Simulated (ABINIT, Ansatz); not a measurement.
# Sb (Antimony): from the cell to the phonon bands, part 4 of 4

How does Sb (Antimony) vibrate, and is this structure a minimum?

ABINIT 10.8.3; DFT LDA, scalar-relativistic, plane waves, PseudoDojo norm-conserving pseudopotentials.

So far, lowest frequency on the path (cm⁻¹): step 7 (interpolated phonon bands) -104. Also highest frequency (cm⁻¹): step 7 130.

This is not the structure that Sb takes at ambient pressure and room temperature (space group No. 166); it is a model or a phase of other conditions.

## 9. Cross-check with Ansatz

The same cell goes through another code at the same cutoff. The files are of one family, but Ansatz's library holds files of its own making for some heavy elements, so those for Sb may differ.

This step: DFT LDA, scalar-relativistic, plane waves, norm-conserving pseudopotentials of its library (PseudoDojo's, some remade) (Ansatz 0.2.0).

Contents of input.yaml:

```yaml
crystal:
  lattice:
    - [3.0430277164, 0.0, 0.0]
    - [0.0, 3.0430277164, 0.0]
    - [0.0, 0.0, 3.0430277164]
  atoms:
    - { symbol: Sb, position: [0.0, 0.0, 0.0] }
kpoints:
  mp_grid: { grid: [12, 12, 12] }
hamiltonian:
  xc: lda
  pseudopotentials: { kind: nc, accuracy: standard }
scf:
  occupations: { method: gaussian, width: 0.27211 }
output:
  eigenvalues: true
basis:
  ecutwfc: 979.61
phonons:
  method: dfpt
  qmesh: [4, 4, 4]
  temperatures: { t_max: 1000, t_step: 50 }
  qpath:
    path:
      - [[0.0, 0.0, 0.0], [0.0, 0.5, 0.0], [0.5, 0.5, 0.0], [0.0, 0.0, 0.0], [0.5, 0.5, 0.5], [0.0, 0.5, 0.0]]
      - [[0.5, 0.5, 0.5], [0.5, 0.5, 0.0]]
    npoints: 10
```

The run is started by

```
$ ansatz run input.yaml --threads 4 --pin off --max-ram 16384MiB --backend cpu --events-out ev --progress --plain --runs-dir out
```

Output:

```text
Warning: basis.ecutwfc = 979.61 eV is below the records' recommended 1142.878222 eV, and the density's cutoff is lower with it unless basis.ecutrho_ratio is high enough to keep the records' density cutoff: compare with a run at a higher cutoff
Engine: ansatz 0.2.0, aarch64-unknown-linux-gnu
Pseudopotentials: kind: nc
Pseudopotential: Sb, nc, valence charge 15, recommended cutoff 1142.878222 eV (normal), Sb.nc.azcp (PseudoDojo's, or run here from an input of PseudoDojo's; its table is named by hamiltonian.pseudopotentials.accuracy)
Functional definition: SPW92
  exchange = slater_x
  correlation = pw_c
Crystal: 1 atoms, lattice volume = 28.178 Å³
Basis set: ecut = 979.61 eV, 1935 PW (Γ), exchange–correlation on 64×64×64 points (8 copies of the dense FFT grid, shifted against one another)
Bands: 12, of which v1, the nominal top of the filled ones, is band 8 counted from 1 (7 counted from 0)
Symmetry: 48 space group operations
k-points: 84 of 1728
Non-local potential: Sb, projectors of the file, l = 0: 2, l = 1: 2, l = 2: 2
Initial density: superposition of atomic densities (chi_scale 0.1, normalization cell)
Initial wavefunctions: pseudopotential atomic-orbital guess
Functional: x = slater, c = lda
SCF iter   1: F=—  HF=-2468.161783 eV  |F-HF|=—  |Δ(HF+E_count)|=         —  Δρ=1.29e-2  dr2=3.81e-2  ethr=3.10e-3  ⟨swp⟩=6.0  Hψ=6810  notcnv=0
preconditioner: auto → none  [metal: Δε(μ)=0.096 eV  Ē_g=12.615 eV  σ=0.272 eV  W_gap=0.19  n_scr=6 (ndim 8)  ℏωp=15.6 eV  f_vac=0.000  D(μ)=0.65/eV (n_scr^D=0)  sad-step TF]
SCF iter   2: F=—  HF=-2468.159219 eV  |F-HF|=—  |Δ(HF+E_count)|=   2.56e-3  Δρ=8.35e-3  dr2=1.59e-2  ethr=2.54e-4  ⟨swp⟩=1.4  Hψ=1766  notcnv=0
SCF iter   3: F=—  HF=-2468.156989 eV  |F-HF|=—  |Δ(HF+E_count)|=   2.23e-3  Δρ=5.40e-4  dr2=7.44e-5  ethr=1.06e-4  ⟨swp⟩=1.4  Hψ=1156  notcnv=0
SCF iter   4: F=—  HF=-2468.157069 eV  |F-HF|=—  |Δ(HF+E_count)|=   7.98e-5  Δρ=2.70e-4  dr2=7.52e-6  ethr=4.96e-7  ⟨swp⟩=2.9  Hψ=1903  notcnv=0
SCF iter   5: F=—  HF=-2468.157070 eV  |F-HF|=—  |Δ(HF+E_count)|=   1.35e-6  Δρ=8.92e-5  dr2=7.52e-7  ethr=5.02e-8  ⟨swp⟩=2.1  Hψ=1563  notcnv=0
SCF iter   6: F=—  HF=-2468.157073 eV  |F-HF|=—  |Δ(HF+E_count)|=   3.11e-6  Δρ=3.70e-5  dr2=1.19e-7  ethr=5.01e-9  ⟨swp⟩=2.4  Hψ=1569  notcnv=0
SCF iter   7: F=—  HF=-2468.157073 eV  |F-HF|=—  |Δ(HF+E_count)|=   5.95e-8  Δρ=3.99e-6  dr2=1.57e-9  ethr=7.94e-10  ⟨swp⟩=2.0  Hψ=1403  notcnv=0
SCF iter   8: F=—  HF=-2468.157073 eV  |F-HF|=—  |Δ(HF+E_count)|=  7.44e-10  Δρ=4.52e-7  dr2=2.44e-11  ethr=1.05e-11  ⟨swp⟩=2.3  Hψ=1640  notcnv=0
SCF iter   9: F=-2468.157073 eV  HF=-2468.157073 eV  |F-HF|=4.55e-13  |Δ(HF+E_count)|=  6.82e-12  Δρ=5.02e-8  dr2=2.17e-13  ethr=1.00e-12  ⟨swp⟩=11.8  Hψ=6843  notcnv=0
SCF 1 converged in 9 iterations: F = -2468.157073 eV  dr2 = 2.17e-13
NSCF: frozen V_eff on 84 k-points
NSCF: frozen V_eff on 196 k-points
DFPT response loops at q = (0, 0, 0) (fractional): preconditioner auto → Kerker (q_TF=auto, 2.456 Å⁻¹) (partly filled bands, converged f_vac=0.000); β = 1.00, the filter's whole step (`scf.mixing.beta` (0.50) is not read by the response loops under this deck's `scf.mixing.preconditioner`; to damp them name `kerker` or `kerker_dos`, under which they read `scf.mixing.beta`, and type it under 1.00, their step now; both keys bind the ground state too); Broyden in place of MSR1
NSCF: frozen V_eff on 1176 k-points
DFPT response loops at q = (0, 0, 0.25) (fractional): mixed as the last ones told, above
NSCF: frozen V_eff on 686 k-points
DFPT response loops at q = (0, 0, -0.5) (fractional): mixed as the last ones told, above
NSCF: frozen V_eff on 2016 k-points
DFPT response loops at q = (0, 0.25, 0.25) (fractional): mixed as the last ones told, above
NSCF: frozen V_eff on 1176 k-points
DFPT response loops at q = (0, 0.25, -0.5) (fractional): mixed as the last ones told, above
NSCF: frozen V_eff on 686 k-points
DFPT response loops at q = (0, -0.5, -0.5) (fractional): mixed as the last ones told, above
NSCF: frozen V_eff on 1872 k-points
DFPT response loops at q = (0.25, 0.25, 0.25) (fractional): mixed as the last ones told, above
NSCF: frozen V_eff on 2016 k-points
DFPT response loops at q = (0.25, 0.25, -0.5) (fractional): mixed as the last ones told, above
NSCF: frozen V_eff on 1176 k-points
DFPT response loops at q = (0.25, -0.5, -0.5) (fractional): mixed as the last ones told, above
NSCF: frozen V_eff on 392 k-points
DFPT response loops at q = (-0.5, -0.5, -0.5) (fractional): mixed as the last ones told, above
SCF converged after 9 iterations
Free energy (F): -2468.157073 eV
Harris-Foulkes:  -2468.157073 eV  (|F-HF|=4.55e-13)
Internal energy: -2468.132875 eV  (E = F + TS)
E sigma→0 (E₀):  -2468.144974 eV
Entropy (-TS):   -0.024199 eV (-24.199 meV/atom)
Fermi energy:    11.085389 eV
--- Per-component energies (eV) ---
  E_band       = -151.817809
  E_kinetic    = 1446.827572
  E_local      = -1852.737768  (includes V_loc(G=0)·N_el)
  E_nonlocal   = -518.732015
  E_hartree    = 575.243678
  E_xc         = -608.295008
  E_vxc        = -377.662938  (∫ρ·V_xc dr)
  E_ewald      = -1510.439333
  E_smearing   = -0.024199  (= −TS)
  E_closure    = -0.000000  (closes the sum)
  Σ components = -2468.157073   (vs F -2468.157073, Δ=0.00e0)
--- Band table (eV; the first three rows and the last of 84) ---
  k-point 0: bands = [... 4 lower, -17.9334, -1.8690, 14.4023, 14.4023, 14.4023, 18.3441, 18.3441, 19.5139]
  k-point 1: bands = [... 4 lower, -17.9331, -1.7628, 13.1242, 14.5077, 14.5077, 18.4336, 19.0195, 20.3908]
  k-point 2: bands = [... 4 lower, -17.9327, -1.4472, 10.9834, 14.8137, 14.8137, 18.7015, 19.4387, 22.9175]
  k-point 83: bands = [... 4 lower, -17.8464, 6.6166, 9.2956, 9.2956, 9.2956, 15.9173, 15.9173, 15.9173]
--- Phonons (Γ-DFPT): 1 representative perturbation + reference (Σ response iterations 3) ---
  ASR residual: 1.051e-7 → 0.000e0 eV/Å²; symmetrization residual: 2.647e-23 eV/Å²
  ASR residual per site (eV/Å²): 1.05e-7
  Γ frequencies (cm⁻¹): 0.00 0.00 0.00
--- Phonons (arbitrary-q DFPT): 10 irreducible q on the 4×4×4 mesh ---
  q = [0.0000, 0.0000, 0.0000] (star 1, of the zone-centre solve; hermiticity 6.00e-23, symmetrization 7.55e-16): -0.00 -0.00 -0.00
  q = [0.0000, 0.0000, 0.2500] (star 6, 2 solved perturbations in 924 linear systems a pass and spin channel, the states on 588 of 1728 k-point pairs; hermiticity 3.82e-14, symmetrization 8.31e-13, the responses' own estimated error 2.2e-4 eV/Å²): 31.04 31.04 100.42
  q = [0.0000, 0.0000, -0.5000] (star 3, 2 solved perturbations in 539 linear systems a pass and spin channel, the states on 343 of 1728 k-point pairs; hermiticity 1.19e-13, symmetrization 1.70e-12, the responses' own estimated error 2.0e-4 eV/Å²): 37.44 37.44 98.45
  q = [0.0000, 0.2500, 0.2500] (star 12, 2 solved perturbations in 1554 linear systems a pass and spin channel, the states on 1008 of 1728 k-point pairs; hermiticity 6.22e-14, symmetrization 3.40e-12, the responses' own estimated error 2.2e-4 eV/Å²): 44.57 99.45 118.41
  q = [0.0000, 0.2500, -0.5000] (star 12, 3 solved perturbations on 588 of 1728 k-point pairs; hermiticity 2.79e-8, symmetrization 1.48e-8, the responses' own estimated error 2.0e-4 eV/Å²): 48.71 89.96 110.18
  q = [0.0000, -0.5000, -0.5000] (star 3, 2 solved perturbations in 539 linear systems a pass and spin channel, the states on 343 of 1728 k-point pairs; hermiticity 3.59e-11, symmetrization 1.79e-11, the responses' own estimated error 2.0e-4 eV/Å²): 48.88 86.13 86.13
  q = [0.2500, 0.2500, 0.2500] (star 8, 1 solved perturbation on 936 of 1728 k-point pairs; hermiticity 6.58e-14, symmetrization 4.00e-12, the responses' own estimated error 2.3e-4 eV/Å²): 109.04 109.04 129.47
  q = [0.2500, 0.2500, -0.5000] (star 12, 2 solved perturbations in 1554 linear systems a pass and spin channel, the states on 1008 of 1728 k-point pairs; hermiticity 4.37e-8, symmetrization 2.18e-8, the responses' own estimated error 2.1e-4 eV/Å²): 73.50 106.38 119.50
  q = [0.2500, -0.5000, -0.5000] (star 6, 2 solved perturbations in 924 linear systems a pass and spin channel, the states on 588 of 1728 k-point pairs; hermiticity 2.55e-9, symmetrization 1.24e-9, the responses' own estimated error 2.1e-4 eV/Å²): 54.27 54.27 110.90
  q = [-0.5000, -0.5000, -0.5000] (star 1, 1 solved perturbation on 196 of 1728 k-point pairs; hermiticity 2.18e-12, symmetrization 6.02e-12, the responses' own estimated error 2.2e-4 eV/Å²): -103.89 -103.89 -103.89
  sum rule: each row above includes the acoustic sum rule's correction from the zone centre's row sums; it moved no ω² by more than (0.02 cm⁻¹)²
  mesh force constants: q→R imaginary residual 0.00e0; ASR residual 1.051e-7 → 0.000e0 eV/Å²; symmetrization residual 3.997e-15 eV/Å²
  interpolated dispersion: 62 rows × 3 modes
  density of states and harmonic sums: on the 20×20×20 q-mesh, interpolated from the force constants of a 4×4×4 supercell (no non-analytic term)
  largest difference from the sums on the solved wave vectors: F 7.61e-3 eV, S 1.07e-5 and C_V 1.89e-6 eV/K
  zero-point energy: 0.015817 eV/cell   skipped modes (ω ≤ 0): 42, of them read as no rigid motion or as one in doubt: 39 (7.238e-2 modes/cell left out, lowest -103.89 cm⁻¹)   left out of the sums: 2.43e-2 of the cell's modes: C_V's classical limit lies that fraction below 3 k_B per atom; for a crystal, a wire or a layer, F and S can be off by more, and a phonons.interpolated_qmesh denser along its periods is the remedy for the sampling
```

Run time: 2 min. Hardware: 4 threads of Arm Neoverse V1, shared host; peak memory 2.2 GiB.

This step gave:

* sum-rule residual before enforcement: 1.05e-7 eV/Å²
* lowest frequency on the path: -103.9 cm⁻¹
* share of modes beyond 3i cm⁻¹ on the dense interpolated mesh: 0.0245

## 10. The two compared: ABINIT PseudoDojo and Ansatz, library NC

Numbers from this step:

| Item | Value |
| --- | --- |
| root-mean-square difference | 0.09 cm⁻¹ |
| largest difference | 0.2 cm⁻¹ |
| root-mean-square difference on the path | 0.1 cm⁻¹ |
| largest difference on the path | 0.5 cm⁻¹ |

The 12 of 27 modes that differ most. Frequencies side by side:

| q (reciprocal lattice) | mode | ABINIT PseudoDojo (cm⁻¹) | Ansatz, library NC (cm⁻¹) |
| --- | --- | --- | --- |
| 0.25 0 0 | 1 | 30.84 | 31.04 |
| 0.25 0 0 | 2 | 30.84 | 31.04 |
| 0.25 0 0 | 3 | 100.4 | 100.4 |
| 0.5 0 0 | 1 | 37.29 | 37.44 |
| 0.5 0 0 | 2 | 37.29 | 37.44 |
| 0.5 0 0 | 3 | 98.48 | 98.45 |
| 0.25 0.25 0 | 1 | 44.4 | 44.57 |
| 0.5 0.25 0 | 1 | 48.56 | 48.71 |
| 0.5 0.5 0 | 1 | 48.73 | 48.88 |
| 0.5 0.5 0 | 2 | 86.23 | 86.13 |
| 0.5 0.5 0 | 3 | 86.23 | 86.13 |
| 0.5 0.25 0.25 | 1 | 73.55 | 73.5 |

The interpolated bands of the two lie on top of each other.

At the solved wavevectors the largest difference (acoustic modes at Γ apart) is 0.2 % of the highest mode.

## 11. Results

* space group after relaxation: Pm-3m
* volume per atom: 28.2 Å³
* q mesh: 4×4×4
* lowest mode on the q mesh (acoustic ones at the zone centre apart): -103.9 cm⁻¹
* imaginary modes on the q mesh: yes
* largest difference from Ansatz, library NC: 0.2 cm⁻¹

In words: Sb (Antimony) is unstable: a mode solved on the 4×4×4 mesh is imaginary, 104i cm⁻¹; its spectrum reaches 130 cm⁻¹. The base run prints -1.6 GPa, mostly the error of a finite basis; the relaxation, with a smoothed and higher cutoff, had brought the cell to rest. An error of this size shows a cutoff that is short for these files. The most unstable solved mode lies at q = (0.5, 0.5, 0.5), on the zone boundary, so the distortion that it points to doubles the cell. ABINIT PseudoDojo and Ansatz, library NC agree to 0.20 cm⁻¹ (0.2 % of the highest mode compared) on all solved modes but the acoustic ones at Γ. These are harmonic frequencies at zero temperature: anharmonic shifts and linewidths and thermal expansion are left out. Spin-orbit coupling is left out, which can matter for the heavy elements here. In a metal the frequencies hang on the k mesh and the smearing, most of all near Kohn anomalies. Ansatz warns that the cutoff lies 14 % under the one recommended for these files; agreement at one cutoff is not convergence. The total energies of the two programs lie far apart, so at least one potential file in Ansatz's library differs from the published one read by the first program. The relaxed cell is 11 % smaller in volume than the measured one, and all results belong to that cell.

[Host names and launcher messages were left out of these logs when they were recorded.]

[Logs are printed without paths, hosts, clocks, repeated set-up lines and the standing remarks that a program may print on its own settings, such as how far it seeks lower states.]

[Hosts, paths, dates, database ids (printed as entryN), source tags and the programs' standing remarks are cut or masked in the printed files.]
